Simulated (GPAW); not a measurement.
# Ta: optical spectrum from first principles, part 2 of 2

Aim: the dielectric function of Ta, and the optical constants that follow from it.

GPAW 26.7.0; DFT, PBE, plane-wave PAW (GPAW data sets), scalar-relativistic, RPA, optical limit.

So far. Step 2 (Ground state): There are states at the Fermi level within the smearing, so the occupations stay smeared and the carriers get a Drude term.

## (4) Dielectric function, RPA

Local fields let the induced charge screen the field inside the cell, which as a rule lowers ε, most along directions where the density is uneven.

This step: DFT, PBE, plane-wave PAW (GPAW data sets), scalar-relativistic, RPA, optical limit (GPAW 26.7.0).

df.py

```python
from gpaw.response.df import DielectricFunction

df = DielectricFunction('full.gpw', frequencies={'type': 'nonlinear', 'domega0': 0.03, 'omega2': 8},
                        ecut=50,
                        eta=0.15,
                        nbands=19,
                        rate=0.05,
                        txt='df.txt')
for direction in ['x']:
    df.get_dielectric_function(xc='RPA', direction=direction, filename=f'df_{direction}.csv')
```

The run is started by

```console
$ OMP_NUM_THREADS=1 python df.py
```

Numbers of over 12 decimals in the logs are rounded to 6 here.

The program printed:

```text
Using integrator: PointIntegrator
NonLinearFrequencyDescriptor(from 0.000 to 105.287 eV, 545 points)
Nonperiodic BCs:  [False False False]
Using integrator: PointIntegrator
NonLinearFrequencyDescriptor(from 0.000 to 105.287 eV, 545 points)
Nonperiodic BCs:  [False False False]
Using integrator: PointIntegrator

Calculating chi0 body with:
    Ground state adapter containing:
    Number of spins: 1
    Number of kpoints: 9261
    Number of irreducible kpoints: 286
    Number of completely occupied states: 5
    Number of partially occupied states: 8

    Linear response parametrization:
    q_c: [0.0, 0.0, 0.0]
    Number of frequency points: 545
    Planewave cutoff: 50.0
    Number of bands: 19
    Number of planewaves: 13
    Broadening (eta): 0.15

Integrating chi0 body.

Symmetries of q_c:
    Direct symmetries (Uq -> q): 48
    Indirect symmetries (TUq -> q): 0
In total 48 allowed symmetries.

286 groups of equivalent kpoints. 96.911781% reduction.

Integral kind: spectral function

Calculating chi0 optical extensions with:
    Ground state adapter containing:
    Number of spins: 1
    Number of kpoints: 9261
    Number of irreducible kpoints: 286
    Number of completely occupied states: 5
    Number of partially occupied states: 8

    Linear response parametrization:
    Number of frequency points: 545
    Planewave cutoff: 50.0
    Number of bands: 19
    Number of planewaves: 13
    Broadening (eta): 0.15
Integrating chi0 head and wings.

Symmetries of q_c:
    Direct symmetries (Uq -> q): 48
    Indirect symmetries (TUq -> q): 0
In total 48 allowed symmetries.

286 groups of equivalent kpoints. 96.911781% reduction.

Integral kind: spectral function wings

Calculating drude chi0 with:
    Number of frequency points:545
    Plasma frequency decay rate: 0.05 eV

    Ground state adapter containing:
    Number of spins: 1
    Number of kpoints: 9261
    Number of irreducible kpoints: 286
    Number of completely occupied states: 5
    Number of partially occupied states: 8

Symmetries of q_c:
    Direct symmetries (Uq -> q): 48
    Indirect symmetries (TUq -> q): 0
In total 48 allowed symmetries.

286 groups of equivalent kpoints. 96.911781% reduction.

Integral kind: intraband
Plasma frequency:
[[8.5-0.j 0. +0.j 0. +0.j]
 [0. +0.j 8.5-0.j 0. -0.j]
 [0. +0.j 0. -0.j 8.5-0.j]]
```

It took 8.7 s on 1 thread of Arm Neoverse V2, shared host; peak memory 0.2 GiB.

Read-outs, printed or worked out from the files:

- main peak of the optical conductivity above 1 eV, first axis: 5.233 eV

Some rows of df_x.csv (energy; Re and Im without local fields; Re and Im with them):

```text
0.000000, 28915.781058, -0.000000, 28915.755279, -0.000000
0.460735, -313.724670, 75.865310, -313.751257, 75.868566
0.943989, -63.721210, 12.502295, -63.747276, 12.508732
1.451455, -18.563463, 8.064113, -18.594423, 8.072142
1.984998, -2.750014, 8.251093, -2.784545, 8.254904
2.546682, 4.141343, 12.515219, 4.118313, 12.510649
3.138794, 1.921679, 12.621475, 1.891310, 12.623512
3.763875, 1.939754, 12.986622, 1.919652, 12.982931
4.424758, 4.265873, 11.352204, 4.265397, 11.352517
5.124608, 0.450561, 19.679089, 0.542553, 19.678482
5.866977, -8.179900, 11.057035, -8.231770, 11.179246
6.655862, -5.663937, 4.974986, -5.740677, 5.032435
7.495775, -2.805777, 3.572530, -2.861656, 3.617683
8.391833, -0.990823, 3.678747, -1.035577, 3.733467
9.349861, -1.948428, 4.336205, -2.021402, 4.440377
10.376517, -2.077189, 3.108449, -2.193243, 3.197811
11.479449, -1.645159, 2.359846, -1.796175, 2.441444
12.667487, -1.278726, 1.825883, -1.474153, 1.874968
13.950874, -0.655323, 1.680323, -0.889288, 1.631567
```

The Im ε, E ∥ x by photon energy; read off at these points:

```tsv
photon energy (eV)	Im ε, E ∥ x
0.500	60.2
0.750	19.4
1.000	11.6
1.250	8.76
1.500	8.04
1.750	7.98
2.000	8.38
2.250	8.74
2.500	11.7
2.750	13.3
2.938	13.5
3.000	13.4
3.250	12.5
3.500	12.4
3.750	12.9
4.000	10.7
4.250	11.0
4.500	11.9
4.750	14.2
5.000	18.4
5.173	19.8
5.250	19.6
5.500	16.2
5.750	12.5
6.000	9.71
6.250	7.10
6.500	5.73
6.750	4.79
7.000	4.11
7.250	3.45
7.500	3.61
7.750	3.47
8.000	3.42
8.250	3.31
8.500	4.03
8.750	4.00
9.000	4.19
9.250	4.56
9.500	4.01
9.750	3.35
10.000	3.21
10.250	3.49
10.500	2.85
10.750	2.51
11.000	2.54
11.250	2.77
11.500	2.40
11.750	2.10
12.000	2.33
12.250	2.12
12.500	2.18
12.750	1.76
13.000	1.68
13.250	1.68
13.500	1.82
13.750	1.80
```

Table of Re ε, E ∥ x by photon energy:

photon energy (eV), Re ε, E ∥ x and a bar from the least value:
```
      0.5       -266 
      1.0        -55 #######################
      1.5        -16 ############################
      2.0         -3 #############################
      2.5          4 ##############################
      3.0          2 ##############################
      3.5          2 ##############################
      4.0          2 ##############################
      4.5          5 ##############################
      5.0          3 ##############################
      5.5         -7 #############################
      6.0         -8 #############################
      6.5         -6 #############################
      7.0         -5 #############################
      7.5         -3 #############################
      8.0         -2 #############################
      8.5         -1 #############################
      9.0         -1 #############################
      9.5         -2 #############################
     10.0         -2 #############################
     10.5         -2 #############################
     11.0         -1 #############################
     11.5         -2 #############################
     12.0         -1 #############################
     12.5         -1 #############################
     13.0         -1 #############################
     13.5         -1 #############################
```

Values under 1 per cm are given as 1. Absorption coefficient, E ∥ x against photon energy:

photon energy (eV), log10 absorption coefficient, E ∥ x (1/cm) and a bar from the least value:
```
    0.492        5.9 ############
    1.010        5.9 ##########
    1.486        5.8 ######
    1.985        5.7 
    2.508        5.7 ##
    3.018        5.9 #########
    3.510        5.9 ###########
    3.980        5.9 #############
    4.516        6.0 ##############
    4.981        6.1 ######################
    5.515        6.3 ##############################
    6.021        6.3 ##############################
    6.494        6.3 ############################
    6.985        6.2 ##########################
    7.496        6.2 ########################
    8.026        6.1 #######################
    8.516        6.1 #######################
    9.023        6.2 ########################
    9.483        6.3 ############################
   10.026        6.2 ##########################
   10.519        6.3 ############################
   11.029        6.2 ##########################
   11.479        6.3 ############################
   12.023        6.2 ###########################
   12.504        6.3 ############################
   13.000        6.2 ##########################
   13.512        6.2 ##########################
```

Refractive index n and extinction k against photon energy:

```tsv
photon energy (eV)	n	k
0.5	1.83	16.4
1.0	0.774	7.48
1.5	0.965	4.17
2.0	1.76	2.38
2.5	2.89	2.02
3.0	2.80	2.40
3.5	2.70	2.29
4.0	2.49	2.14
4.5	2.95	2.02
5.0	3.31	2.78
5.5	2.31	3.52
6.0	1.50	3.24
6.5	1.05	2.74
7.0	0.876	2.35
7.5	0.935	1.93
8.0	0.981	1.74
8.5	1.24	1.62
9.0	1.27	1.64
9.5	1.08	1.86
10.0	0.985	1.63
10.5	0.846	1.68
11.0	0.871	1.46
11.5	0.777	1.54
12.0	0.833	1.40
12.5	0.768	1.42
13.0	0.677	1.24
13.5	0.766	1.19
```

The loss function −Im 1/ε at q → 0, E ∥ x has structure finer than the step of the table below, so its rows give means over 0.5 eV, whole bins alone (the curve runs from 0.305 to 14.0 eV). Peaks (eV: height): 2.21: 0.116, 8.27: 0.263.

The loss function −Im 1/ε at q → 0, E ∥ x by energy loss; means over each step:

energy loss (eV), loss function −Im 1/ε at q → 0, E ∥ x and a bar:
```
      1.0      0.004 
      1.5      0.027 ##
      2.0      0.099 ######
      2.5      0.083 #####
      3.0      0.074 #####
      3.5      0.078 #####
      4.0      0.086 #####
      4.5      0.074 #####
      5.0      0.054 ###
      5.5      0.052 ###
      6.0      0.060 ####
      6.5      0.078 #####
      7.0      0.109 #######
      7.5      0.171 ###########
      8.0      0.222 ###############
      8.5      0.235 ################
      9.0      0.217 ##############
      9.5      0.192 #############
     10.0      0.233 ###############
     10.5      0.231 ###############
     11.0      0.292 ###################
     11.5      0.283 ###################
     12.0      0.333 ######################
     12.5      0.332 ######################
     13.0      0.412 ############################
     13.5      0.449 ##############################
```

Optical constants at common wavelengths, from n + ik = √ε:

```tsv
wavelength (nm)	n	k	R (%)	1/α
1550	0.86	9.797	96.6	13 nm
1064	0.76	6.128	92.5	14 nm
800	1.03	3.939	79.1	16 nm
532	2.44	1.899	36.8	22 nm
365	2.74	2.293	43.1	13 nm
308	2.51	2.096	39.9	12 nm
248	3.31	2.778	49.6	7.1 nm
```

A polished face would reflect 41 % of daylight and look faintly pink-red (CIE x = 0.324, y = 0.314 under D65).

## (5) Outcome

| Property | Result |
| --- | --- |
| main peak of the optical conductivity above 1 eV, first axis | 5.23 eV |

At this level (PBE, RPA) Ta is a metal; it reflects 38 % at 550 nm. A polished face would reflect 41 % of daylight and look faintly pink-red (CIE x = 0.324, y = 0.314 under D65). The carriers' damping of 0.05 eV is typed, not computed; it shapes the response at the lowest energies. Spin-orbit coupling is left out although heavy atoms are present. The sum runs over mesh points, so small or evenly spaced maxima can still be ripples of the mesh. In this version of GPAW the matrix elements of the optical limit are incomplete, which can lower ε − 1 by up to a tenth where first-row anions or d states rule, and shift it by more in d metals. GPAW's carrier term has the form −ωp²/(ω + i·rate)², which damps like twice the rate and fails at low energy, so the curves leave the lowest energies out.

[Machine, clock and banner lines and Python warnings are left out of the logs.]

[Logs are printed without paths, hosts, clocks, repeated set-up lines and the standing remarks that a program may print on its own settings, such as how far it seeks lower states.]

[Hosts, paths, dates, database ids (printed as entryN), source tags and the programs' standing remarks are cut or masked in the printed files.]
